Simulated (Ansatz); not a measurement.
**Lattice dynamics of NaCl (Fm-3m)**

The cell of NaCl (Fm-3m) is at rest. What are its phonons? After the zone centre comes a 4×4×4 q mesh on a 8×8×8 k mesh.

Method: DFT PBEsol, scalar-relativistic, plane waves, PAW; PAW set soft_1, in Ansatz 0.2.0.

The database entry behind the starting cell differs from later determinations by our own check (an axis about 0.4 % short against later determinations), so it need not match the best structure at ambient conditions.

**1. The structure**

The structure is cubic, space group Fm-3m (No. 225). The conventional cell has a = 5.602 Å, b = 5.602 Å, c = 5.602 Å, α = 90.00°, β = 90.00°, γ = 90.00°. Nearest to Na lie 6 Cl at 2.80 Å. Cl has 6 Na at 2.80 Å nearest. Farther neighbours and most contacts between anions are not listed.

**2. Modes at Γ**

The cell comes from relaxations at this level that are not shown. The zone centre comes first: it holds the modes that light can see, as far as symmetry allows. The response to a homogeneous field gives the Born charges and the dielectric tensor, and its change with displacement the Raman tensors.

input.yaml

```yaml
crystal:
  lattice:
    - [0.0, 2.8009365265, 2.8009365265]
    - [2.8009365265, 0.0, 2.8009365265]
    - [2.8009365265, 2.8009365265, 0.0]
  atoms:
    - { symbol: Na, position: [0.0, 0.0, 0.0] }
    - { symbol: Cl, position: [0.5, 0.5, 0.5] }
kpoints:
  mp_grid: { grid: [8, 8, 8] }
hamiltonian:
  xc: pbesol
  pseudopotentials: { kind: paw, azcp: { folder: soft_1 }, xc_functional: pbe }
scf:
  occupations: { method: fixed }
output:
  eigenvalues: true
phonons:
  method: dfpt
  dielectric: true
  rigid_motions: translations
  raman: true
```

Command:

```sh
ansatz run input.yaml --threads 4 --pin off --max-ram 10240MiB --backend cpu --events-out ev --progress --plain --runs-dir out
```

Numbers of over 12 decimals in the logs are rounded to 6 here.

Log:

```text
Engine: ansatz 0.2.0, aarch64-unknown-linux-gnu
Pseudopotentials: kind: paw
Pseudopotential: Na, paw, valence charge 9, recommended cutoff 420 eV (normal), soft_1/Na.paw.azcp
Pseudopotential: Cl, paw, valence charge 7, recommended cutoff 420 eV (normal), soft_1/Cl.paw.azcp
Functional definition: PBEsol
  exchange = pbesol_x
  correlation = pbesol_c
Crystal: 2 atoms, lattice volume = 43.948 Å³
Basis set: ecut = 420 eV, 869 PW (Γ), exchange–correlation on 54×54×54 points (8 copies of the dense FFT grid, shifted against one another)
Bands: 12, of which v1, the nominal top of the filled ones, is band 8 counted from 1 (7 counted from 0)
Symmetry: 48 space group operations
k-points: 59 of 512 (irreducible under 8 space group operations, time reversal used)
Non-local potential: Na, projectors of the file, l = 0: 3, l = 1: 2, l = 2: 1
Non-local potential: Cl, projectors of the file, l = 0: 2, l = 1: 2, l = 2: 1
PAW form: soft (Blöchl's): semilocal exchange-correlation on the pseudo side does not see the compensation charge
PAW frozen core: Na, regenerated for the run's functional, and the local potential with it (the file was generated under x = pbe(κ = 0.804, μ = 0.219515), c = pbe(β = 0.066725))
PAW frozen core: Cl, regenerated for the run's functional, and the local potential with it (the file was generated under x = pbe(κ = 0.804, μ = 0.219515), c = pbe(β = 0.066725))
PAW one-centre angular grid: Na, 110 points (default); XC on 64 Gauss nodes
PAW one-centre angular grid: Cl, 110 points (default); XC on 64 Gauss nodes
Initial density: superposition of atomic densities (chi_scale 0.1, normalization cell, long waves kept (reshape's long-wave potential 0.00 eV rms))
Initial wavefunctions: pseudopotential atomic-orbital guess
Functional: x = pbesol(κ = 0.804, μ = 0.123457), c = pbesol(β = 0.046)
SCF iter   1: F=—  HF=-2541.281299 eV  |F-HF|=—  |Δ(HF+E_count)|=         —  Δρ=7.40e-2  dr2=2.01e0  ethr=3.10e-3  ⟨swp⟩=4.7  Hψ=4114  notcnv=0  defer=111
preconditioner: auto → none  [insulator: Δε(μ)=3.858 eV  Ē_g=12.667 eV  n_scr=14 (ndim 8)  ℏωp=15.8 eV  f_vac=0.000  ε∞_Penn≈2.6]
SCF iter   2: F=—  HF=-2540.315338 eV  |F-HF|=—  |Δ(HF+E_count)|=   9.66e-1  Δρ=1.49e-2  dr2=1.15e-1  ethr=3.10e-3  ⟨swp⟩=3.0  Hψ=2066  notcnv=0  defer=69
SCF iter   3: F=—  HF=-2540.287764 eV  |F-HF|=—  |Δ(HF+E_count)|=   2.76e-2  Δρ=5.70e-3  dr2=1.34e-2  ethr=7.20e-4  ⟨swp⟩=3.0  Hψ=1251  notcnv=0  defer=112
SCF iter   4: F=—  HF=-2540.287595 eV  |F-HF|=—  |Δ(HF+E_count)|=   1.70e-4  Δρ=1.30e-3  dr2=1.10e-3  ethr=8.37e-5  ⟨swp⟩=2.9  Hψ=1374  notcnv=0  defer=114
SCF iter   5: F=—  HF=-2540.287742 eV  |F-HF|=—  |Δ(HF+E_count)|=   1.47e-4  Δρ=2.10e-4  dr2=1.57e-5  ethr=6.86e-6  ⟨swp⟩=2.0  Hψ=1066  notcnv=0  defer=114
SCF iter   6: F=—  HF=-2540.287765 eV  |F-HF|=—  |Δ(HF+E_count)|=   2.27e-5  Δρ=3.64e-5  dr2=3.78e-7  ethr=9.83e-8  ⟨swp⟩=2.0  Hψ=1181  notcnv=0  defer=114
SCF iter   7: F=—  HF=-2540.287763 eV  |F-HF|=—  |Δ(HF+E_count)|=   1.54e-6  Δρ=3.28e-6  dr2=2.01e-9  ethr=2.36e-9  ⟨swp⟩=2.8  Hψ=1180  notcnv=0  defer=2
SCF iter   8: F=-2540.287763 eV  HF=-2540.287763 eV  |F-HF|=2.09e-11  |Δ(HF+E_count)|=   2.47e-9  Δρ=3.92e-7  dr2=4.05e-11  ethr=1.00e-12  ⟨swp⟩=9.6  Hψ=5107  notcnv=0
SCF 1 converged in 8 iterations: F = -2540.287763 eV  dr2 = 4.05e-11
  greatest PAW one-centre occupation: 0.999 electrons in one spin orbital (limit 2), on the Na atom at site 0 (counted from 0), in its partial waves of l = 0
DFPT response loops at Γ: preconditioner auto → none (the input reference at scf.mixing.eps_inf says where Resta's filter doesn't serve); β = 0.50; Broyden in place of MSR1
── the response to a field inside a basis, on 8×8×8 k-points: an SCF that follows is theirs, and a resumed run solves both again ──
Bands: 9, of which v1, the nominal top of the filled ones, is band 8 counted from 1 (7 counted from 0)
k-points: 60 of 512 (irreducible under 12 space group operations)
Initial density: handed on by an earlier stage of this run
Initial wavefunctions: pseudopotential atomic-orbital guess (no wavefunctions were taken with the density)
Eigensolver: Dense (60 Hₖ)
SCF iter   1: F=—  HF=-2540.286253 eV  |F-HF|=—  |Δ(HF+E_count)|=         —  Δρ=5.78e-5  dr2=2.15e-7  ethr=1.00e-1
preconditioner: auto → none  [insulator: Δε(μ)=5.164 eV  Ē_g=18.688 eV  n_scr=14 (ndim 8)  ℏωp=21.0 eV  f_vac=0.020  ε∞_Penn≈2.3]
SCF iter   2: F=—  HF=-2540.286253 eV  |F-HF|=—  |Δ(HF+E_count)|=   5.04e-7  Δρ=2.74e-5  dr2=4.66e-8  ethr=1.34e-9
SCF iter   3: F=—  HF=-2540.286254 eV  |F-HF|=—  |Δ(HF+E_count)|=   1.85e-7  Δρ=5.02e-6  dr2=3.31e-9  ethr=2.91e-10
SCF iter   4: F=-2540.286254 eV  HF=-2540.286254 eV  |F-HF|=2.32e-11  |Δ(HF+E_count)|=   3.71e-9  Δρ=4.28e-7  dr2=4.58e-11  ethr=2.07e-11
SCF 1 converged in 4 iterations: F = -2540.286254 eV  dr2 = 4.58e-11
DFPT response loops at Γ: mixed as the last ones told, above
DFPT response loops at Γ: mixed as the last ones told, above
DFPT response loops at Γ: mixed as the last ones told, above
SCF converged after 8 iterations
Free energy (F): -2540.287763 eV
Harris-Foulkes:  -2540.287763 eV  (|F-HF|=2.09e-11)
Internal energy: -2540.287763 eV  (E = F + TS)
E sigma→0 (E₀):  -2540.287763 eV
Fermi energy:    1.143318 eV
--- Per-component energies (eV) ---
  E_band       = -232.405102
  E_kinetic    = 266.725948
  E_local      = -1668.073785  (includes V_loc(G=0)·N_el)
  E_nonlocal   = 310.396881
  E_hartree    = 561.723394
  E_xc         = -143.494831
  E_vxc        = -164.047269  (∫ρ·V_xc dr)
  E_paw        = -925.173412  (= ΣΔE_a)
  E_vpaw       = -100.853687  (= ΣTr[D̂ρ^β])
  E_aug_tail   = 0.000128  (compensation charges beyond the density's cutoff)
  E_ewald      = -942.525211
  E_core_change = 0.133126  (= ΣΔE_core)
  E_smearing   = -0.000000  (= −TS)
  E_closure    = -0.000000  (closes the sum)
  Σ components = -2540.287763   (vs F -2540.287763, Δ=0.00e0)
--- Band table (eV; the first three rows and the last of 59) ---
  k-point 0: bands = [... 4 lower, -11.5444, 1.1433, 1.1433, 1.1433, 6.1560, 12.0580, 12.0580, 12.0580]
  k-point 1: bands = [... 4 lower, -11.4938, 0.7508, 1.0999, 1.0999, 6.6678, 11.5202, 12.2542, 12.2542]
  k-point 2: bands = [... 4 lower, -11.3681, -0.0172, 0.9986, 0.9986, 7.6419, 11.0014, 12.3623, 12.3623]
  k-point 58: bands = [... 4 lower, -11.1120, -0.1154, -0.1154, 0.3475, 9.9397, 10.6872, 10.6872, 12.4174]
--- Phonons (Γ-DFPT): 2 representative perturbations + reference, on 59 of 512 k-points (Σ response iterations 6) ---
  k mesh reduced under 8 symmetry operations, with k and −k counted as one. Each operation leaves every solved perturbation unchanged. A smaller set is not considered because the run solves the response to a homogeneous field
  ASR residual: 6.162e-4 → 0.000e0 eV/Å²; symmetrization residual: 5.651e-6 eV/Å²
  ASR residual per site (eV/Å²): 1.98e-6 6.16e-4
  Γ frequencies (cm⁻¹): 0.00 0.00 0.00 166.29 166.29 166.29
  ε∞ (high-frequency dielectric tensor):
        2.564667    -0.000000    -0.000000
        0.000000     2.564667    -0.000000
        0.000000     0.000000     2.564667
  ε⁰ (static dielectric tensor: ions relaxed, cell fixed):
        6.024378     0.000000    -0.000000
        0.000000     6.024378    -0.000000
       -0.000000    -0.000000     6.024378
  ε⁰ − ε∞ (ionic part):
        3.459710     0.000000    -0.000000
        0.000000     3.459710    -0.000000
       -0.000000    -0.000000     3.459710
  softest optical mode at Γ: 166.29 cm⁻¹; the repairs (sum rule, projections) moved no ω² at Γ by more than (2.26 cm⁻¹)²
  Born effective charges Z* (e; rows j = field, columns β = displacement):
    site 0:
         1.09162    0.00000   -0.00000
         0.00000    1.09162    0.00000
         0.00000   -0.00000    1.09162
    site 1:
        -1.09162   -0.00000    0.00000
         0.00000   -1.09162   -0.00000
         0.00000    0.00000   -1.09162
  Z* charge neutrality: 6.675e-6 e pre-enforcement
  k-mesh period / interband length: 31.7 Å / 1.31 Å = 24.16 at k = (0.0000, 0.0000, 0.0000), direct gap 5.013 eV — 14 or more, which is no proof of convergence
  Raman tensors (in the event stream and the table raman_tensors.tsv): an entry may err by 2.6e-4 Å², one of the second-order susceptibility by 1.9e-20 pm/V (basis, points and sum rule); their sum over the sites missed zero by 2.012e-21 Å² ahead of its enforcement
  optical modes at Γ without the LO–TO term, one row a degenerate level:
      ω (cm⁻¹)  modes    IR ((D/Å)²/amu)  static Raman (Å⁴/amu)  depolarisation
        166.29      3             5.9140                 0.0000               —
  optical modes at Γ + LO–TO along q̂ = [1.0000, 0.0000, 0.0000]:
      ω (cm⁻¹)  modes    IR ((D/Å)²/amu)  static Raman (Å⁴/amu)  depolarisation
        166.29      2             3.9427                 0.0000               —
        254.87      1             1.9713                 0.0000               —
  optical modes at Γ + LO–TO along q̂ = [0.0000, 1.0000, 0.0000]:
      ω (cm⁻¹)  modes    IR ((D/Å)²/amu)  static Raman (Å⁴/amu)  depolarisation
        166.29      2             3.9427                 0.0000               —
        254.87      1             1.9713                 0.0000               —
  optical modes at Γ + LO–TO along q̂ = [0.0000, 0.0000, 1.0000]:
      ω (cm⁻¹)  modes    IR ((D/Å)²/amu)  static Raman (Å⁴/amu)  depolarisation
        166.29      2             3.9427                 0.0000               —
        254.87      1             1.9713                 0.0000               —
```

Elapsed: 30 s, on 4 threads of Arm Neoverse V2, shared host; peak memory 0.6 GiB; 2 min of CPU time.

This step gave:

```
gap on the k-mesh                                       : 5.013 eV
volume per atom                                         : 21.97 Å³
sum-rule residual before enforcement                    : 6.16e-4 eV/Å²
miss of the charge sum rule                             : 6.68e-6 e
point group                                             : m-3m
highest optical mode at the zone centre (no LO-TO term) : 166.3 cm⁻¹
lowest optical zone-centre mode                         : 166.3 cm⁻¹
mean high-frequency dielectric constant                 : 2.565
largest Born charge (third of the trace)                : 1.092 e
mean static dielectric constant                         : 6.024
top of the zone-centre spectrum with the field          : 254.9 cm⁻¹
```

Without the LO-TO term. Patterns of degenerate modes are one choice out of their space. Modes at Γ, with each element's share of the kinetic energy:

```csv
mode,frequency (cm⁻¹),symmetry,Na %,Cl %
1,0.0,acoustic,39,61
2,0.0,acoustic,39,61
3,0.0,acoustic,39,61
4,166.3,T1u,61,39
5,166.3,T1u,61,39
6,166.3,T1u,61,39
```

Displacements in mode 5 (166.3 cm⁻¹), the largest set to 1:
```
Na1  0.00  0.03  1.00
Cl2  0.00 -0.02 -0.65
```

Optical modes at the zone centre, without and with the macroscopic field of the longitudinal modes; each column is sorted by frequency, so a row need not hold one and the same mode. Modes with and without the field, by row:

```csv
rank among optical modes,no field (cm⁻¹),"q along (1, 0, 0) (cm⁻¹)"
1,166.3,166.3
2,166.3,166.3
3,166.3,254.9
```

Born charge (rows field, columns displacement) (e), principal values of the symmetric part by kind of site:

```csv
atom,atoms with these values,low,middle,high,mean
Na1,1,1.09,1.09,1.09,1.09
Cl2,1,-1.09,-1.09,-1.09,-1.09
```

In full for Cl2:

```
-1.09  0.00  0.00
 0.00 -1.09  0.00
 0.00  0.00 -1.09
```

High-frequency dielectric tensor:

```
2.56 0.00 0.00
0.00 2.56 0.00
0.00 0.00 2.56
```

Static dielectric tensor (ions relaxed, fixed cell):

```
6.02 0.00 0.00
0.00 6.02 0.00
0.00 0.00 6.02
```

Transverse modes. Lines of the infrared spectrum (strongest = 100):

```csv
position (cm⁻¹),label,relative intensity
166,T1u,100
```

Before it was imposed, the acoustic sum rule was missed by 6.2e-4 eV/Å² and the charge sum rule by 6.7e-6 e. Small misses are needed for a sound result but don't prove that mesh and cutoff are converged. The lowest optical mode is real, 166 cm⁻¹.

(Continued in part 2 of 2.)

[Logs are printed without paths, hosts, clocks, repeated set-up lines and the standing remarks that a program may print on its own settings, such as how far it seeks lower states.]

[Hosts, paths, dates, database ids (printed as entryN), source tags and the programs' standing remarks are cut or masked in the printed files.]
